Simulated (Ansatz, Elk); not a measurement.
# How far do independent atoms describe CoP2Pt?

The structure of CoP2Pt used here is made up (a known structure type with other elements) and was relaxed beforehand with PBE. The aim is the Fourier transform of its all-electron density, F(hkl), set beside the sum over free spherical atoms that refinements use.

Main program and level: Elk 11.2.3 (patched build); DFT, PBE, all-electron APW+lo, Dirac cores, scalar-relativistic bands, static density, no spin.

The structure was built from a prototype and need not be the compound's stable phase.

## Step 1: Starting point

It takes space group P6_3/mmc (No. 194, hexagonal). The conventional cell has a = 3.521 Å, b = 3.521 Å, c = 10.367 Å, α = 90.00°, β = 90.00°, γ = 120.00°. Nearest to Pt lie 6 P at 2.57 Å and 2 Co at 2.59 Å. Nearest to Co lie 6 P at 2.28 Å and 2 Pt at 2.59 Å. P has 3 Co at 2.28 Å and 3 Pt at 2.57 Å nearest. Farther neighbours are not listed.

## Step 2: Ground state and structure factors

An all-electron density is needed, since X-rays see the cores too. Task 0 finds the density and task 195 Fourier-transforms it; tshift is off so that phases refer to the origin typed.

The input, elk.in:

```
tasks
  0
  195

xctype
  20

spinpol
  .false.

rgkmax
  7.0

gmaxvr
  14.0

lmaxo
  7

lmaxapw
  8

swidth
  0.002

tshift
  .false.

ramdisk
  .false.

hmaxvr
  5.5

maxscl
  120

epspot
  1e-06

sppath
  './'

avec
  6.65391896384 0.00000000000 0.00000000000
  -3.32695948192 5.76246285740 -0.00000000000
  0.00000000000 -0.00000000000 19.59016469062

atoms
  3
  'Pt.in'
  2
  0.0000000000 -0.0000000000 0.7500000000   0.000000 0.000000 0.000000
  0.0000000000 0.0000000000 0.2500000000   0.000000 0.000000 0.000000
  'Co.in'
  2
  -0.0000000000 -0.0000000000 0.5000000000   0.000000 0.000000 0.000000
  -0.0000000000 -0.0000000000 -0.0000000000   0.000000 0.000000 0.000000
  'P.in'
  4
  0.3333333333 0.6666666667 0.4009176921   0.000000 0.000000 0.000000
  0.6666666667 0.3333333333 0.5990823079   0.000000 0.000000 0.000000
  0.6666666667 0.3333333333 0.9009176921   0.000000 0.000000 0.000000
  0.3333333333 0.6666666667 0.0990823079   0.000000 0.000000 0.000000

ngridk
  7 7 3
```

Launch:

```console
OMP_NUM_THREADS=4 elk
```

Numbers of over 12 decimals in the logs are rounded to 6 here.

What it wrote:

```text
┌─────────────────────────┐
│ Elk code version 11.2.3 │
└─────────────────────────┘

All units are atomic (Hartree, Bohr, etc.)

┌─────────────────────────────────────────────────┐
│ Ground-state run starting from atomic densities │
└─────────────────────────────────────────────────┘

Lattice vectors :
   6.653918964       0.000000000       0.000000000
  -3.326959482       5.762462857      -0.000000000
   0.000000000      -0.000000000       19.59016469

Reciprocal lattice vectors :
  0.9442834127      0.5451822825       0.000000000
  -0.000000000       1.090364565       0.000000000
  -0.000000000       0.000000000      0.3207316225

Unit cell volume      :    751.1449185
Brillouin zone volume :   0.3302295034

Muffin-tin inner radius fraction :   0.1000000000E-01

Nuclei treated as point charges

Species : 1 (Pt)
 parameters loaded from : Pt.in
 name : platinum
 nuclear charge    :   -78.00000000
 electronic charge :    78.00000000
 atomic mass :    355605.4401
 muffin-tin radius :    2.610214478
 number of radial points in muffin-tin :   1393
 inner part over the whole radius :   0.9911577632E-02
 number on inner part of muffin-tin    :    998
 approximate nuclear radius :   0.1029052813E-03
 number of mesh points to nuclear radius :    525
 atomic positions (lattice), magnetic fields (Cartesian) :
  1 :   0.00000000  0.00000000 -0.25000000    0.00000000  0.00000000  0.00000000
  2 :   0.00000000  0.00000000  0.25000000    0.00000000  0.00000000  0.00000000

Species : 2 (Co)
 parameters loaded from : Co.in
 name : cobalt
 nuclear charge    :   -27.00000000
 electronic charge :    27.00000000
 atomic mass :    107428.6517
 muffin-tin radius :    2.144975913
 number of radial points in muffin-tin :    993
 inner part over the whole radius :   0.9859590805E-02
 number on inner part of muffin-tin    :    698
 approximate nuclear radius :   0.7243775530E-04
 number of mesh points to nuclear radius :    335
 atomic positions (lattice), magnetic fields (Cartesian) :
  1 :   0.00000000  0.00000000  0.50000000    0.00000000  0.00000000  0.00000000
  2 :   0.00000000  0.00000000  0.00000000    0.00000000  0.00000000  0.00000000

Species : 3 (P)
 parameters loaded from : P.in
 name : phosphorus
 nuclear charge    :   -15.00000000
 electronic charge :    15.00000000
 atomic mass :    56461.71230
 muffin-tin radius :    2.109189962
 number of radial points in muffin-tin :    793
 inner part over the whole radius :   0.9922632936E-02
 number on inner part of muffin-tin    :    553
 approximate nuclear radius :   0.6081821256E-04
 number of mesh points to nuclear radius :    249
 atomic positions (lattice), magnetic fields (Cartesian) :
  1 :   0.33333333 -0.33333333  0.40091769    0.00000000  0.00000000  0.00000000
  2 :  -0.33333333  0.33333333 -0.40091769    0.00000000  0.00000000  0.00000000
  3 :  -0.33333333  0.33333333 -0.09908231    0.00000000  0.00000000  0.00000000
  4 :   0.33333333 -0.33333333  0.09908231    0.00000000  0.00000000  0.00000000

Total number of atoms per unit cell :    8
Total muffin-tin volume :    388.8794305
 ratio of muffin-tin to unit cell volume :   0.5177155845

Spin treatment :
 spin-unpolarised

Number of Bravais lattice symmetries :   24
Number of crystal symmetries         :   24
Crystal has inversion symmetry
Real symmetric eigensolver will be used

k-point grid :      7     7     3
k-point offset :    0.000000000       0.000000000       0.000000000
k-point set is reduced with full crystal symmetry group
Total number of k-points :       16

Muffin-tin radius times maximum |G+k| :    7.000000000
 using average radius
Maximum |G+k| for APW functions       :    3.120274207
Maximum (1/2)|G+k|²                   :    4.868055564
Maximum |G| for potential and density :    14.00000000
Constant for pseudocharge density :    9
 order of it for each species :   16  16  16
 order of it for pair densities of each species (exact exchange by exxq0 0: 17) :   13   8   8
Radial integration step length :    1

[...]
Density of states at Fermi energy :    159.8570628
 (states/Hartree/unit cell)

Estimated indirect band gap :   0.2069247410E-02
 from k-point 10 to k-point 4
Estimated direct band gap   :   0.3024181149E-02
 at k-point 14

Charges :
 core                        :    160.0000000
 valence                     :    110.0000000
 interstitial                :    12.28890196
 muffin-tins (core leakage)
  species : 1 (Pt)
[...]
species : 2 (Co)
[...]
species : 3 (P)
[...]
total in muffin-tins        :    257.7110980
 total calculated charge     :    269.9906583
 total charge                :    270.0000000
 error                       :   0.9341651469E-02

RMS change in Kohn-Sham potential (target) :   0.7731820517     (  0.1000000000E-05)
Absolute change in total energy (target)   :    2.531986831     (  0.1000000000E-03)

[... loops 3 to 17 left out ...]

┌──────────────────┐
│ Loop number : 18 │
└──────────────────┘

Energies :
 Fermi                       :     0.375484
 sum of occupied eigenvalues :     -25019.617792401
 electron kinetic            :      46421.201161270
 core electron kinetic       :      44468.834641882
 Coulomb                     :     -86542.955414945
 Coulomb potential           :     -70230.275148264
 nuclear-nuclear             :     -3698.6430962429
 electron-nuclear            :     -95537.877770638
 Hartree                     :      12693.565451936
 Madelung                    :     -51427.817840813
 xc potential                :     -1210.5438054071
 exchange                    :     -912.45224645454
 correlation                 :     -14.625327722178
 electron entropic           :    -0.18203689389673E-02
 total energy                :     -41048.833648221

Density of states at Fermi energy :    138.6721337
 (states/Hartree/unit cell)

Estimated indirect band gap :   0.1195676565E-02
 from k-point 4 to k-point 13
Estimated direct band gap   :   0.7394844724E-02
 at k-point 11

Charges :
 core                        :    160.0000000
 valence                     :    110.0000000
 interstitial                :    11.92781758
 muffin-tins (core leakage)
  species : 1 (Pt)
[...]
species : 2 (Co)
[...]
species : 3 (P)
[...]
total in muffin-tins        :    258.0721824
 total calculated charge     :    269.9908082
 total charge                :    270.0000000
 error                       :   0.9191753692E-02

RMS change in Kohn-Sham potential (target) :   0.1912522515E-06 (  0.1000000000E-05)
Absolute change in total energy (target)   :   0.2617444989E-04 (  0.1000000000E-03)

Convergence targets achieved

┌──────────────────┐
│ Loop number : 19 │
└──────────────────┘

Energies :
 Fermi                       :     0.375484
 sum of occupied eigenvalues :     -25019.617761236
 electron kinetic            :      46421.201190128
 core electron kinetic       :      44468.834663638
 Coulomb                     :     -86542.955406461
 Coulomb potential           :     -70230.275171186
 nuclear-nuclear             :     -3698.6430962429
 electron-nuclear            :     -95537.877730733
 Hartree                     :      12693.565420515
 Madelung                    :     -51427.817820868
 xc potential                :     -1210.5437801783
 exchange                    :     -912.45224616508
 correlation                 :     -14.625327726085
 electron entropic           :    -0.18203694604195E-02
 total energy                :     -41048.833610593

Density of states at Fermi energy :    138.6721959
 (states/Hartree/unit cell)

Estimated indirect band gap :   0.1195668725E-02
 from k-point 4 to k-point 13
Estimated direct band gap   :   0.7394842132E-02
 at k-point 11

Charges :
 core                        :    160.0000000
 valence                     :    110.0000000
 interstitial                :    11.92781789
 muffin-tins (core leakage)
  species : 1 (Pt)
[...]
species : 2 (Co)
[...]
species : 3 (P)
[...]
atom 2                    :    13.07041943     (  0.5209247131E-03)
   atom 3                    :    13.07041943     (  0.5209247131E-03)
   atom 4                    :    13.07041943     (  0.5209247131E-03)
 total in muffin-tins        :    258.0721821
 total calculated charge     :    269.9908082
 total charge                :    270.0000000
 error                       :   0.9191754391E-02

┌──────────────────────────────┐
│ Self-consistent loop stopped │
└──────────────────────────────┘

Warning : core states of species 1 leak from the muffin-tin :   0.4325104629E-03

Warning : core states of species 2 leak from the muffin-tin :   0.1812216177E-02

Warning : core states of species 3 leak from the muffin-tin :   0.5209247131E-03

Wrote STATE.OUT
```

The job ended after 41 s (4 threads of INTEL XEON PLATINUM 8581C at 2.10GHz (Emerald Rapids), shared host; peak memory 0.35 GiB).

SFACRHO.OUT:

```text

h k l indices transformed by vhmat matrix:
   1.000000000       0.000000000       0.000000000    
   0.000000000       1.000000000       0.000000000    
   0.000000000       0.000000000       1.000000000    

      h      k      l  multipl.   |H|            Re(F)            Im(F)           |F|

      0      0      0      1   0.0000000       270.00000      0.71573750E-16   270.00000    
      0      0     -1      2  0.32073162      0.14333316E-13 -0.39090862E-14  0.14856813E-13
      0      0     -2      2  0.64146325      -81.200416      0.52121149E-14   81.200416    
      0      0     -3      2  0.96219487     -0.22151488E-13 -0.78181723E-14  0.23490684E-13
     -1      1      0      6   1.0903646       160.72732      0.13030287E-14   160.72732    
      0      1      1      6   1.1365578       22.423929     -0.52121149E-14   22.423929    
      1      0      1      6   1.1365578      -22.423929      0.10424230E-13   22.423929    
     -1      0     -2      6   1.2650573      -97.496047      0.65151436E-15   97.496047    
     -1      1     -2      6   1.2650573      -97.496047      -0.0000000       97.496047    
      0      0      4      2   1.2829265       143.06426     -0.97727154E-14   143.06426    
     -1      0     -3      6   1.4542056      -32.948610     -0.13030287E-13   32.948610    
      0     -1     -3      6   1.4542056       32.948610      0.16287859E-14   32.948610    
      0      0      5      2   1.6036581      0.39090862E-13  0.11930857E-13  0.40871027E-13
     -1      0     -4      6   1.6836850       176.81515      0.91212011E-14   176.81515    
     -1      0      4      6   1.6836850       176.81515     -0.13030287E-14   176.81515    
     -1      2      0      6   1.8885668       190.12254     -0.17605385E-12   190.12254    
      1      1      1     12   1.9156078     -0.11727259E-13  0.13616650E-12  0.13667057E-12
      0      0      6      2   1.9243897      -111.65877     -0.14984830E-13   111.65877
```

Elk indexes on the primitive cell of elk.in and gives |H| = 4π sin θ/λ in inverse bohr. Below, one row stands for each form hkl of the conventional cell (m members, Friedel mates merged), F is for one primitive cell and the density is static (no thermal factor). Free-atom factors are Waasmaier and Kirfel's, and R is Σm||F|−|F'||/Σm|F|.

| hkl | m | sin θ/λ (Å⁻¹) | abs F, DFT | neutral atoms | diff. |
| --- | --- | --- | --- | --- | --- |
| 001 | 2 | 0.048 | 0.000 | 0.000 | +0.000 |
| 002 | 2 | 0.097 | 81.200 | 82.025 | -0.825 |
| 003 | 2 | 0.145 | 0.000 | 0.000 | +0.000 |
| 100 | 6 | 0.164 | 160.727 | 160.714 | +0.013 |
| 101 | 12 | 0.171 | 22.424 | 22.315 | +0.109 |
| 102 | 12 | 0.190 | 97.496 | 98.019 | -0.523 |
| 004 | 2 | 0.193 | 143.064 | 143.018 | +0.046 |
| 103 | 12 | 0.219 | 32.949 | 32.868 | +0.081 |
| 005 | 2 | 0.241 | 0.000 | 0.000 | +0.000 |
| 104 | 12 | 0.253 | 176.815 | 177.460 | -0.645 |
| 110 | 6 | 0.284 | 190.123 | 191.260 | -1.137 |
| 111 | 12 | 0.288 | 0.000 | 0.000 | +0.000 |
| 006 | 2 | 0.289 | 111.659 | 111.613 | +0.046 |
| 105 | 12 | 0.292 | 0.962 | 0.870 | +0.093 |
| 112 | 12 | 0.300 | 70.871 | 70.794 | +0.077 |
| 113 | 12 | 0.319 | 0.000 | 0.000 | +0.000 |
| 200 | 6 | 0.328 | 129.616 | 130.374 | -0.758 |
| 201 | 12 | 0.332 | 16.273 | 16.616 | -0.342 |

## Step 3: The highest occupied states alone

An energy window below the Fermi level keeps the highest occupied states, to see at which angles they scatter; shallow core shells can lie inside it and anion s states outside. No new self-consistency is needed.

elk.in: that of step 2 with these lines changed.

```diff
@@ -1,3 +1,2 @@
 tasks
-  0
   195
@@ -40,2 +39,5 @@
 
+wsfac
+  -0.065510 0.675480
+
 sppath
```

Launch:

```console
OMP_NUM_THREADS=4 elk
```

What it wrote:

```text
┌─────────────────────────────────┐
│ Elk code version 11.2.3 started │
└─────────────────────────────────┘

Info(readinput): the functional depends on the density's gradient
 muffin-tin radial points multiplied by    2.00000
 (not where nrmtscf is given)

┌────────────────────┐
│ Current task : 195 │
└────────────────────┘
Info(checkmt): changed muffin-tin radius of species 1 (Pt) from   2.8000 to   2.6102
Info(checkmt): changed muffin-tin radius of species 2 (Co) from   2.4000 to   2.1450
Info(checkmt): changed muffin-tin radius of species 3 (P) from   2.2000 to   2.1092

Info(sfacrho): density structure factors written to SFACRHO.OUT

 Energy window :  -0.6551000000E-01  0.6754800000

┌──────────────────┐
│ Elk code stopped │
└──────────────────┘
```

The job ended after 11 s (4 threads; peak memory 0.22 GiB).

States within 12 eV below the Fermi level hold 54.85 electrons; any levels below the window count with the cores, and a count that is not whole means the window cuts a band. Their amplitudes can exceed the total, where window and core parts have opposite phase:

| hkl | sin θ/λ (Å⁻¹) | abs F, window | abs F, all |
| --- | --- | --- | --- |
| 001 | 0.048 | 0.000 | 0.000 |
| 002 | 0.097 | 3.568 | 81.200 |
| 003 | 0.145 | 0.000 | 0.000 |
| 100 | 0.164 | 18.012 | 160.727 |
| 101 | 0.171 | 2.808 | 22.424 |
| 102 | 0.190 | 2.315 | 97.496 |
| 004 | 0.193 | 14.386 | 143.064 |
| 103 | 0.219 | 2.131 | 32.949 |
| 005 | 0.241 | 0.000 | 0.000 |
| 104 | 0.253 | 11.799 | 176.815 |

## Step 4: Another functional

The difference from free atoms is small, so it is set against the change that PBEsol makes.

elk.in: that of step 3 with these lines changed.

```diff
@@ -1,2 +1,3 @@
 tasks
+  0
   195
@@ -4,3 +5,3 @@
 xctype
-  20
+  22
 
@@ -39,5 +40,2 @@
 
-wsfac
-  -0.065510 0.675480
-
 sppath
```

Launch:

```console
OMP_NUM_THREADS=4 elk
```

What it wrote:

```text
┌─────────────────────────┐
│ Elk code version 11.2.3 │
└─────────────────────────┘

All units are atomic (Hartree, Bohr, etc.)

┌─────────────────────────────────────────────────┐
│ Ground-state run starting from atomic densities │
└─────────────────────────────────────────────────┘

Lattice vectors :
   6.653918964       0.000000000       0.000000000
  -3.326959482       5.762462857      -0.000000000
   0.000000000      -0.000000000       19.59016469

Reciprocal lattice vectors :
  0.9442834127      0.5451822825       0.000000000
[...]
atom 4                    :    13.05659062     (  0.5260537696E-03)
 total in muffin-tins        :    258.0325438
 total calculated charge     :    269.9907087
 total charge                :    270.0000000
 error                       :   0.9291322673E-02

┌──────────────────────────────┐
│ Self-consistent loop stopped │
└──────────────────────────────┘

Warning : core states of species 1 leak from the muffin-tin :   0.4324308201E-03

Warning : core states of species 2 leak from the muffin-tin :   0.1849646973E-02

Warning : core states of species 3 leak from the muffin-tin :   0.5260537696E-03

Wrote STATE.OUT
[key lines of the parts left out:]
total energy                :     -41033.830516529
```

It took 40 s on 4 threads; peak memory 0.34 GiB; 1.8 min of CPU time.

Against the first run R = 0.02 %; the largest change is -0.037 at 104.

## Step 5: Basis size

The basis and the expansions that go with it are enlarged, to see whether the differences are converged.

elk.in: that of step 4 with these lines changed.

```diff
@@ -5,3 +5,3 @@
 xctype
-  22
+  20
 
@@ -11,12 +11,12 @@
 rgkmax
-  7.0
+  8.5
 
 gmaxvr
-  14.0
+  18.0
 
 lmaxo
-  7
+  9
 
 lmaxapw
-  8
+  10
```

Launch:

```console
OMP_NUM_THREADS=4 elk
```

What it wrote:

```text
┌─────────────────────────┐
│ Elk code version 11.2.3 │
└─────────────────────────┘

All units are atomic (Hartree, Bohr, etc.)

┌─────────────────────────────────────────────────┐
│ Ground-state run starting from atomic densities │
└─────────────────────────────────────────────────┘

Lattice vectors :
   6.653918964       0.000000000       0.000000000
  -3.326959482       5.762462857      -0.000000000
   0.000000000      -0.000000000       19.59016469

Reciprocal lattice vectors :
  0.9442834127      0.5451822825       0.000000000
[...]
atom 4                    :    13.07224194     (  0.5211025377E-03)
 total in muffin-tins        :    258.1248995
 total calculated charge     :    269.9935716
 total charge                :    270.0000000
 error                       :   0.6428354118E-02

┌──────────────────────────────┐
│ Self-consistent loop stopped │
└──────────────────────────────┘

Warning : core states of species 1 leak from the muffin-tin :   0.4327740292E-03

Warning : core states of species 2 leak from the muffin-tin :   0.1815056921E-02

Warning : core states of species 3 leak from the muffin-tin :   0.5211025377E-03

Wrote STATE.OUT
[key lines of the parts left out:]
total energy                :     -41048.864410359
```

The job ended after 92 s (4 threads; peak memory 0.57 GiB).

Against the first run R = 0.01 %; the largest change is -0.026 at 214.

## Step 6: Settings against the effect

| run | R against the first run (%) | R against neutral atoms, low angle (%) | wall time |
| --- | --- | --- | --- |
| PBE, rgkmax 7 | 0.00 | 0.36 | 41 s |
| PBEsol | 0.02 | 0.36 | 40 s |
| rgkmax 8.5 with larger expansions | 0.01 | 0.35 | 92 s |

## Step 7: Outcome

```json
{"R against neutral atoms, sin θ/λ < 0.3 Å⁻¹": "0.36 %", "R against neutral atoms, 0.3 to 0.82 Å⁻¹": "0.23 %"}
```

**Reading.** Independent neutral atoms miss the calculated amplitudes by R = 0.36 % below 0.3 Å⁻¹ and 0.23 % from there to 0.82 Å⁻¹; by shells, 1.02 % below 0.15 Å⁻¹ (1 form), 0.34 % 0.15 to 0.3 (10 forms), 0.20 % 0.3 to 0.45 (16 forms), 0.24 % above 0.45 (99 forms). Bonding, aspherical density and the tables' own atoms all enter these figures, and the runs don't part them. The largest change of an amplitude is -1.14 electrons, at 110. The window's part falls from 54.9 electrons at the origin to at most 2.79 between 0.45 and 0.82 Å⁻¹, where compact states inside the window still scatter. Below 0.3 Å⁻¹ the changes that finished (PBEsol and rgkmax 8.5 with larger expansions) move F by R = 0.02 % at most, against the 0.36 % that separates it from free atoms. The k-mesh has no finished test. These runs have no spin, though d or f shells may be open. Spin-orbit coupling is left out, which can matter for elements this heavy. Part of the difference isn't bonding: the tables are fits to free atoms and ions calculated by other methods than this functional. Thermal motion, anomalous dispersion and extinction are left out.

[Logs are printed without paths, hosts, clocks, repeated set-up lines and the standing remarks that a program may print on its own settings, such as how far it seeks lower states.]

[Hosts, paths, dates, database ids (printed as entryN), source tags and the programs' standing remarks are cut or masked in the printed files.]
